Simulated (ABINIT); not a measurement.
# BAs (F-43m): G0W0 in ABINIT against the bands in the self-energy

Aim: move the bands in the self-energy of a G0W0 run on BAs (F-43m) over a wide range.

Method: LDA and many-body steps on it, plane waves, in ABINIT 10.8.3.

## (1) The starting structure

The structure is cubic, space group F-43m (No. 216). The conventional cell has a = 4.777 Å, b = 4.777 Å, c = 4.777 Å, α = 90.00°, β = 90.00°, γ = 90.00°. Nearest to B lie 4 As at 2.07 Å. As has 4 B at 2.07 Å nearest. Farther neighbours are not listed.

The cell and positions come from the Crystallography Open Database and are kept as given unless a step says otherwise.

## (2) Screening, 4×4×4 mesh, 90 bands, screening to 217.7 eV

This step: ABINIT 10.8.3; RPA screening on LDA, plane waves, norm-conserving pseudopotentials.

The RPA dielectric matrix is built and inverted for each q.

File run.abi:

```
acell 3*1.0 Angstrom
rprim 
  -0.000000000000 2.388500000000 2.388500000000
  2.388500000000 -0.000000000000 2.388500000000
  2.388500000000 2.388500000000 -0.000000000000
ntypat 2
znucl 5 33
natom 2
typat 1 2
xred 
  0.000000000000 0.000000000000 0.000000000000
  0.250000000000 0.250000000000 0.250000000000
pp_dirpath "pseudos"
pseudos "B.upf, As.upf"
ecut 34
ngkpt 4 4 4
nshiftk 1
shiftk 0 0 0
kptopt 1
chksymbreak 0
istwfk *1
occopt 1
irdwfk 1
optdriver 3
nband 90
ecuteps 8
inclvkb 2
awtr 1
symchi 1
indata_prefix "in"
outdata_prefix "out"
tmpdata_prefix "tmp"
```

On the command line:

```bash
$ OMP_NUM_THREADS=1 mpirun -n 4 abinit run.abi > log
```

The program printed:

```text
.Version 10.8.3 of ABINIT. v10.8.2 released Aug 2026.

 Symmetries : space group F-4 3 m (#216); Bravais cF (face-center cubic)
[... echo of the input left out ...]
== DATASET  1 ==================================================================
-   mpi_nproc: 4, omp_nthreads: 1 (-1 if OMP is not activated)

--- !DatasetInfo
iteration_state: {dtset: 1, }
dimensions: {natom: 2, nkpt: 8, mband: 90, nsppol: 1, nspinor: 1, nspden: 1, mpw: 1807, }
cutoff_energies: {ecut:  34.0, pawecutdg:  -1.0, }
electrons: {nelect:   1.80000000E+01, charge:   0.00000000E+00, occopt:   1.00000000E+00, tsmear:   1.00000000E-02, }

 SCREENING: Calculation of the susceptibility and dielectric matrices

 Based on a program developped by R.W. Godby, V. Olevano, G. Onida, and L. Reining.
 Incorporated in ABINIT by V. Olevano, G.-M. Rignanese, and M. Torrent.
.Using double precision arithmetic ; gwpc =  8

[... cell and pseudopotentials left out ...]
--------------------------------------------------------------------------------

 ==== K-mesh for the wavefunctions ====
 Number of points in the irreducible wedge :     8
[... list of points left out ...]
 Together with 24 symmetry operations and time-reversal symmetry
 yields    64 points in the full Brillouin Zone.

 ==== Q-mesh for the screening function ====
 Number of points in the irreducible wedge :     8
[... list of points left out ...]
 Together with 24 symmetry operations and time-reversal symmetry
 yields    64 points in the full Brillouin Zone.

 setmesh: FFT mesh size selected  =    25x   25x   25
          total number of points  =        15625

 vcoul_init : cutoff-mode = AUXILIARY_FUNCTION
 q-points for optical limit:   1
     1)      0.000010    0.000020    0.000030

- screening: taking advantage of time-reversal symmetry
- Maximum band index for partially occupied states nbvw = 9
- Remaining bands to be divided among processors   nbcw = 81
- Number of bands treated by each node ~20

 Number of electrons calculated from density =   18.0000; Expected =   18.0000
 average of density, n =  0.097875
 r_s =    1.3461
 omega_plasma =   30.1780 [eV]

 calculating chi0 at frequencies [eV] :
  1    0.000000E+00    0.000000E+00
  2    0.000000E+00    3.017802E+01

--------------------------------------------------------------------------------
  q-point number  1        q = ( 0.000000, 0.000000, 0.000000) [r.l.u.]
--------------------------------------------------------------------------------
[... chi0 elements left out ...]
 For q-point:  0.000010 0.000020 0.000030
  dielectric constant =  14.1537
  dielectric constant without local fields =  15.4936

  Average fulfillment of the sum rule on Im[epsilon] for q-point    1 :     69.53  [%]
[... wings left out ...]
  q-point number  2        q = ( 0.250000, 0.000000, 0.000000) [r.l.u.]
--------------------------------------------------------------------------------
[... chi0 elements left out ...]
  Average fulfillment of the sum rule on Im[epsilon] for q-point    2 :     85.24  [%]

 [... 6 further q-points ...]
```

It took 14 s on 4 MPI ranks of Arm Neoverse V1, shared host; peak memory 0.52 GiB; 54 s of CPU time.

Numbers from this step:

```
ε∞ with local fields, on this mesh, along the program's q direction : 14.15
the same without local fields                                       : 15.49
plasma frequency                                                    : 30.18 eV
plane waves in the screening matrix                                 : 181
```

Local fields lower ε∞ by 9 %. On a Γ-centred mesh this coarse the value itself is usually too large, while a short band sum pulls it down.

## (3) 17 bands

This step: G0W0 on LDA, plane waves, norm-conserving pseudopotentials.

Changes to run.abi since step 2:

```diff
@@ -23,8 +23,17 @@
 irdwfk 1
-optdriver 3
-nband 90
+optdriver 4
+nband 17
+gwcalctyp 0
+ecutsigx 34
+symsigma 1
+nkptgw 2
+kptgw 
+  0.0000000000 0.0000000000 0.0000000000
+  0.5000000000 0.5000000000 0.0000000000
+bdgw 
+  7 12
+  8 11
 ecuteps 8
-inclvkb 2
-awtr 1
-symchi 1
+irdscr 1
+ppmodel 1
 indata_prefix "in"
```

The program printed:

```text
.Version 10.8.3 of ABINIT. v10.8.2 released Aug 2026.

 Symmetries : space group F-4 3 m (#216); Bravais cF (face-center cubic)
[... echo of the input left out ...]
== DATASET  1 ==================================================================
-   mpi_nproc: 4, omp_nthreads: 1 (-1 if OMP is not activated)

--- !DatasetInfo
iteration_state: {dtset: 1, }
dimensions: {natom: 2, nkpt: 8, mband: 17, nsppol: 1, nspinor: 1, nspden: 1, mpw: 1807, }
cutoff_energies: {ecut:  34.0, pawecutdg:  -1.0, }
electrons: {nelect:   1.80000000E+01, charge:   0.00000000E+00, occopt:   1.00000000E+00, tsmear:   1.00000000E-02, }

 SIGMA: Calculation of the GW corrections

 Based on a program developped by R.W. Godby, V. Olevano, G. Onida, and L. Reining.
 Incorporated in ABINIT by V. Olevano, G.-M. Rignanese, and M. Torrent.
.Using double precision arithmetic ; gwpc =  8

[... cell and pseudopotentials left out ...]
--------------------------------------------------------------------------------

 ==== K-mesh for the wavefunctions ====
 Number of points in the irreducible wedge :     8
[... list of points left out ...]
 Together with 24 symmetry operations and time-reversal symmetry
 yields    64 points in the full Brillouin Zone.

 ==== Q-mesh for screening function ====
 Number of points in the irreducible wedge :     8
[... list of points left out ...]
 Together with 24 symmetry operations and time-reversal symmetry
 yields    64 points in the full Brillouin Zone.

 vcoul_init : cutoff-mode = AUXILIARY_FUNCTION
 q-points for optical limit:   1
     1)      0.000010    0.000020    0.000030
 setmesh: FFT mesh size selected  =    36x   36x   36
          total number of points  =        46656

 Number of electrons calculated from density =   18.0000; Expected =   18.0000
 average of density, n =  0.097875
 r_s =    1.3461
 omega_plasma =   30.1780 [eV]

 === KS Band Gaps ===
  >>>> For spin  1
   Minimum direct gap =   3.2646 [eV], located at k-point      :   0.0000  0.0000  0.0000
   Fundamental gap    =   1.3515 [eV], Top of valence bands at :   0.0000  0.0000  0.0000
                                       Bottom of conduction at :   0.5000  0.5000  0.0000
 SIGMA fundamental parameters:
 PLASMON POLE MODEL  1
 number of plane-waves for SigmaX                 1807
 number of plane-waves for SigmaC and W            181
 number of plane-waves for wavefunctions          1807
 number of bands                                    17
 number of independent spin polarizations            1
 number of spinorial components                      1
 number of k-points in IBZ                           8
 number of q-points in IBZ                           8
 number of symmetry operations                      24
 number of k-points in BZ                           64
 number of q-points in BZ                           64
 number of frequencies for dSigma/dE                 9
 frequency step for dSigma/dE [eV]                0.25
 number of omega for Sigma on real axis              0
 max omega for Sigma on real axis  [eV]           0.00
 zcut for avoiding poles [eV]                     0.10

 EPSILON^-1 parameters (SCR file):
 dimension of the eps^-1 matrix on file            181
 dimension of the eps^-1 matrix used               181
 number of plane-waves for wavefunctions          1807
 number of bands                                    90
 number of q-points in IBZ                           8
 number of frequencies                               2
 number of real frequencies                          1
 number of imag frequencies                          1

 matrix elements of self-energy operator (all in [eV])

 Perturbative Calculation

--- !SelfEnergy_ee
iteration_state: {dtset: 1, }
kpoint     : [   0.000,    0.000,    0.000, ]
spin       : 1
KS_gap     :    3.265
QP_gap     :    4.188
Delta_QP_KS:    0.924
data: !SigmaeeData |
     Band     E0 <VxcDFT>   SigX SigC(E0)      Z dSigC/dE  Sig(E)    E-E0       E
        7   6.440 -13.886 -15.788   2.495   0.818  -0.223 -13.401   0.484   6.925
        8   6.440 -13.886 -15.788   2.495   0.818  -0.223 -13.401   0.484   6.925
        9   6.440 -13.886 -15.788   2.495   0.818  -0.223 -13.401   0.484   6.925
       10   9.705 -12.825  -8.273  -2.842   0.823  -0.215 -11.417   1.408  11.113
       11   9.705 -12.825  -8.273  -2.842   0.823  -0.215 -11.417   1.408  11.113
       12   9.705 -12.825  -8.273  -2.842   0.823  -0.215 -11.417   1.408  11.113

--- !SelfEnergy_ee
iteration_state: {dtset: 1, }
kpoint     : [   0.500,    0.500,    0.000, ]
spin       : 1
KS_gap     :    5.421
QP_gap     :    6.701
Delta_QP_KS:    1.280
data: !SigmaeeData |
     Band     E0 <VxcDFT>   SigX SigC(E0)      Z dSigC/dE  Sig(E)    E-E0       E
        8   2.371 -12.908 -16.448   3.530   0.798  -0.253 -12.916  -0.008   2.363
        9   2.371 -12.908 -16.448   3.530   0.798  -0.253 -12.916  -0.008   2.363
       10   7.792 -11.361  -6.620  -3.209   0.830  -0.204 -10.089   1.272   9.064
       11   7.889 -11.104  -6.492  -3.187   0.828  -0.208  -9.925   1.179   9.068

== END DATASET(S) ==============================================================
================================================================================

 -outvars: echo values of variables after computation  --------
           etotal      0.0000000000E+00
            nband          17
             nkpt           8
          spgroup         216
 [... the other variables as echoed above ...]

 Calculation completed.
```

The job ended after 3.3 s (4 MPI ranks; peak memory 0.45 GiB).

This step gave:

```
G0W0 gap on the points computed              : 2.139 eV
starting gap on the mesh                     : 1.351 eV
k of the valence top                         : 0, 0, 0
k of the conduction bottom                   : 0.5, 0.5, 0
Z at the valence top                         : 0.818
Z at the conduction bottom                   : 0.83
least direct G0W0 gap on the computed points : 4.188 eV
```

## (4) 29 bands

The self-energy is evaluated for the states that the input lists, and the levels follow from it, in one-shot runs by the linearised quasiparticle equation.

Changes to run.abi since step 3:

```diff
@@ -24,3 +24,3 @@
 optdriver 4
-nband 17
+nband 29
 gwcalctyp 0
```

The program printed:

```text
.Version 10.8.3 of ABINIT. v10.8.2 released Aug 2026.

 Symmetries : space group F-4 3 m (#216); Bravais cF (face-center cubic)
[... echo of the input left out ...]
== DATASET  1 ==================================================================
-   mpi_nproc: 4, omp_nthreads: 1 (-1 if OMP is not activated)

--- !DatasetInfo
iteration_state: {dtset: 1, }
dimensions: {natom: 2, nkpt: 8, mband: 29, nsppol: 1, nspinor: 1, nspden: 1, mpw: 1807, }
cutoff_energies: {ecut:  34.0, pawecutdg:  -1.0, }
electrons: {nelect:   1.80000000E+01, charge:   0.00000000E+00, occopt:   1.00000000E+00, tsmear:   1.00000000E-02, }

 SIGMA: Calculation of the GW corrections

 Based on a program developped by R.W. Godby, V. Olevano, G. Onida, and L. Reining.
 Incorporated in ABINIT by V. Olevano, G.-M. Rignanese, and M. Torrent.
.Using double precision arithmetic ; gwpc =  8

[... cell and pseudopotentials left out ...]
--------------------------------------------------------------------------------

 ==== K-mesh for the wavefunctions ====
 Number of points in the irreducible wedge :     8
[... list of points left out ...]
 Together with 24 symmetry operations and time-reversal symmetry
 yields    64 points in the full Brillouin Zone.

 ==== Q-mesh for screening function ====
 Number of points in the irreducible wedge :     8
[... list of points left out ...]
 Together with 24 symmetry operations and time-reversal symmetry
 yields    64 points in the full Brillouin Zone.

 vcoul_init : cutoff-mode = AUXILIARY_FUNCTION
 q-points for optical limit:   1
     1)      0.000010    0.000020    0.000030
 setmesh: FFT mesh size selected  =    36x   36x   36
          total number of points  =        46656

 Number of electrons calculated from density =   18.0000; Expected =   18.0000
[...]
number of omega for Sigma on real axis              0
 max omega for Sigma on real axis  [eV]           0.00
 zcut for avoiding poles [eV]                     0.10

 EPSILON^-1 parameters (SCR file):
 dimension of the eps^-1 matrix on file            181
 dimension of the eps^-1 matrix used               181
 number of plane-waves for wavefunctions          1807
 number of bands                                    90
 number of q-points in IBZ                           8
 number of frequencies                               2
 number of real frequencies                          1
 number of imag frequencies                          1

 matrix elements of self-energy operator (all in [eV])

 Perturbative Calculation

--- !SelfEnergy_ee
iteration_state: {dtset: 1, }
kpoint     : [   0.000,    0.000,    0.000, ]
spin       : 1
KS_gap     :    3.265
QP_gap     :    4.111
Delta_QP_KS:    0.846
data: !SigmaeeData |
     Band     E0 <VxcDFT>   SigX SigC(E0)      Z dSigC/dE  Sig(E)    E-E0       E
        7   6.440 -13.886 -15.788   1.738   0.809  -0.236 -14.019  -0.133   6.307
        8   6.440 -13.886 -15.788   1.738   0.809  -0.236 -14.019  -0.133   6.307
        9   6.440 -13.886 -15.788   1.738   0.809  -0.236 -14.019  -0.133   6.307
[...]
--- !SelfEnergy_ee
iteration_state: {dtset: 1, }
kpoint     : [   0.500,    0.500,    0.000, ]
spin       : 1
KS_gap     :    5.421
QP_gap     :    6.655
Delta_QP_KS:    1.234
data: !SigmaeeData |
     Band     E0 <VxcDFT>   SigX SigC(E0)      Z dSigC/dE  Sig(E)    E-E0       E
[...]
10   7.792 -11.361  -6.620  -3.835   0.822  -0.216 -10.616   0.745   8.537
       11   7.889 -11.104  -6.492  -3.829   0.819  -0.220 -10.462   0.641   8.531

== END DATASET(S) ==============================================================
================================================================================

 -outvars: echo values of variables after computation  --------
           etotal      0.0000000000E+00
            nband          29
             nkpt           8
          spgroup         216
 [... the other variables as echoed above ...]

 Calculation completed.
```

Run time: 3.8 s. Hardware: 4 MPI ranks; peak memory 0.45 GiB.

This step gave:

```yaml
g0w0_gap_on_the_points_computed: 2.224 eV
starting_gap_on_the_mesh: 1.351 eV
k_of_the_valence_top: 0, 0, 0
k_of_the_conduction_bottom: 0.5, 0.5, 0
z_at_the_valence_top: 0.809
z_at_the_conduction_bottom: 0.819
least_direct_g0w0_gap_on_the_computed_points: 4.111 eV
```

The gap on the mesh goes from 1.35 eV to 2.22 eV, a correction of +0.87 eV.

## (5) 56 bands

Changes to run.abi since step 4:

```diff
@@ -24,3 +24,3 @@
 optdriver 4
-nband 29
+nband 56
 gwcalctyp 0
```

The program printed:

```text
.Version 10.8.3 of ABINIT. v10.8.2 released Aug 2026.

 Symmetries : space group F-4 3 m (#216); Bravais cF (face-center cubic)
[... echo of the input left out ...]
== DATASET  1 ==================================================================
-   mpi_nproc: 4, omp_nthreads: 1 (-1 if OMP is not activated)

--- !DatasetInfo
iteration_state: {dtset: 1, }
dimensions: {natom: 2, nkpt: 8, mband: 56, nsppol: 1, nspinor: 1, nspden: 1, mpw: 1807, }
cutoff_energies: {ecut:  34.0, pawecutdg:  -1.0, }
[...]
Band     E0 <VxcDFT>   SigX SigC(E0)      Z dSigC/dE  Sig(E)    E-E0       E
[...]
10   7.792 -11.361  -6.620  -4.179   0.819  -0.220 -10.900   0.460   8.252
       11   7.889 -11.104  -6.492  -4.158   0.817  -0.224 -10.733   0.371   8.260

== END DATASET(S) ==============================================================
================================================================================

 -outvars: echo values of variables after computation  --------
           etotal      0.0000000000E+00
            nband          56
             nkpt           8
          spgroup         216
 [... the other variables as echoed above ...]

 Calculation completed.
```

Elapsed: 4.9 s, on 4 MPI ranks; peak memory 0.46 GiB.

Numbers from this step:

| Quantity | Value |
| --- | --- |
| G0W0 gap on the points computed | 2.316 eV |
| starting gap on the mesh | 1.351 eV |
| k of the valence top | 0, 0, 0 |
| k of the conduction bottom | 0.5, 0.5, 0 |
| least direct G0W0 gap on the computed points | 4.120 eV |

Against the run before, the gap moves by +0.092 eV.

## (6) 90 bands

Changes to run.abi since step 5:

```diff
@@ -24,3 +24,3 @@
 optdriver 4
-nband 56
+nband 90
 gwcalctyp 0
```

The program printed:

```text
.Version 10.8.3 of ABINIT. v10.8.2 released Aug 2026.

 Symmetries : space group F-4 3 m (#216); Bravais cF (face-center cubic)
[... echo of the input left out ...]
== DATASET  1 ==================================================================
-   mpi_nproc: 4, omp_nthreads: 1 (-1 if OMP is not activated)

--- !DatasetInfo
iteration_state: {dtset: 1, }
dimensions: {natom: 2, nkpt: 8, mband: 90, nsppol: 1, nspinor: 1, nspden: 1, mpw: 1807, }
cutoff_energies: {ecut:  34.0, pawecutdg:  -1.0, }
[...]
Band     E0 <VxcDFT>   SigX SigC(E0)      Z dSigC/dE  Sig(E)    E-E0       E
[...]
10   7.792 -11.361  -6.620  -4.283   0.819  -0.221 -10.986   0.374   8.166
       11   7.889 -11.104  -6.492  -4.258   0.816  -0.225 -10.815   0.288   8.178

== END DATASET(S) ==============================================================
================================================================================

 -outvars: echo values of variables after computation  --------
           etotal      0.0000000000E+00
            nband          90
             nkpt           8
          spgroup         216
 [... the other variables as echoed above ...]

 Calculation completed.
```

Elapsed: 6.4 s, on 4 MPI ranks; peak memory 0.53 GiB; 25 s of CPU time.

This step gave:

```
G0W0 gap on the points computed              : 2.355 eV
starting gap on the mesh                     : 1.351 eV
k of the valence top                         : 0, 0, 0
k of the conduction bottom                   : 0.5, 0.5, 0
least direct G0W0 gap on the computed points : 4.132 eV
```

Against the run before, the gap moves by +0.039 eV.

## (7) The runs together

Times are wall times on 4 MPI ranks of Arm Neoverse V1, shared host, good to a factor of about two. A run's time includes the screening step that it read.

| run | mesh | bands | screening cutoff (eV) | DFT gap (eV) | gap on the mesh (eV) | direct (eV) | ε∞ used | time |
| --- | --- | --- | --- | --- | --- | --- | --- | --- |
| 17 bands | 4×4×4 | 17 | 217.7 | 1.351 | 2.139 | 4.188 | 14.15 | 17 s |
| 29 bands | 4×4×4 | 29 | 217.7 | 1.351 | 2.224 | 4.111 | 14.15 | 17 s |
| 56 bands | 4×4×4 | 56 | 217.7 | 1.351 | 2.316 | 4.120 | 14.15 | 18 s |
| 90 bands | 4×4×4 | 90 | 217.7 | 1.351 | 2.355 | 4.132 | 14.15 | 20 s |

## (8) What came out

| Quantity | Value |
| --- | --- |
| 17 bands | 2.139 eV |
| 29 bands | 2.224 eV |
| 56 bands | 2.316 eV |
| 90 bands | 2.355 eV |
| known limits | not at the basis limit; exchange with frozen shells missing; no spin-orbit coupling; coarse k mesh |

The setting moved: bands in the self-energy. From 17 bands to 90 bands the gap moves by +0.22 eV. The last step still moves it by +0.039 eV. Bands and screening cutoff are coupled, so a series along one setting does not show full convergence. Bands and cutoff are finite, so the gap is not at the basis limit. The miss can reach some tenths of an eV and take either sign; the mesh is an error of its own. In the first G0W0 run levels were corrected at 2 k points alone, so a gap called «on the mesh» is the least over those, and an edge elsewhere would be missed. The 4×4×4 mesh is coarse for this cell, which bears on the long-range parts of exchange and screening. The norm-conserving file of at least one element keeps a d shell over frozen s and p shells of the same row. Exchange with those shells is missing from the self-energy, an error of 0.3 to 0.9 eV in cases checked, whose sign depends on which edge lies on those atoms. The many-body steps are scalar-relativistic: spin-orbit coupling is not in them.

[Paths, hosts, dates, memory and timing lines, banners, echoed tables and standing remarks are left out of the program output.]

[Logs are printed without paths, hosts, clocks, repeated set-up lines and the standing remarks that a program may print on its own settings, such as how far it seeks lower states.]

[Runs of the session that timed out or met a known fault of the program may be left out.]

[No measured gap is set beside runs whose start may be inverted or whose files or cutoffs have a known fault.]

[Hosts, paths, dates, database ids (printed as entryN), source tags and the programs' standing remarks are cut or masked in the printed files.]

[G0W0 gaps are taken among the corrected bands and points alone; a level outside them can change the order at an edge.]

[Where Ansatz stands beside ABINIT at settings called matched, ABINIT's density can come from a denser mesh and the files from another edition; pairs whose starting gaps differed by over 0.03 eV were left out, so agreement reads better than it is.]
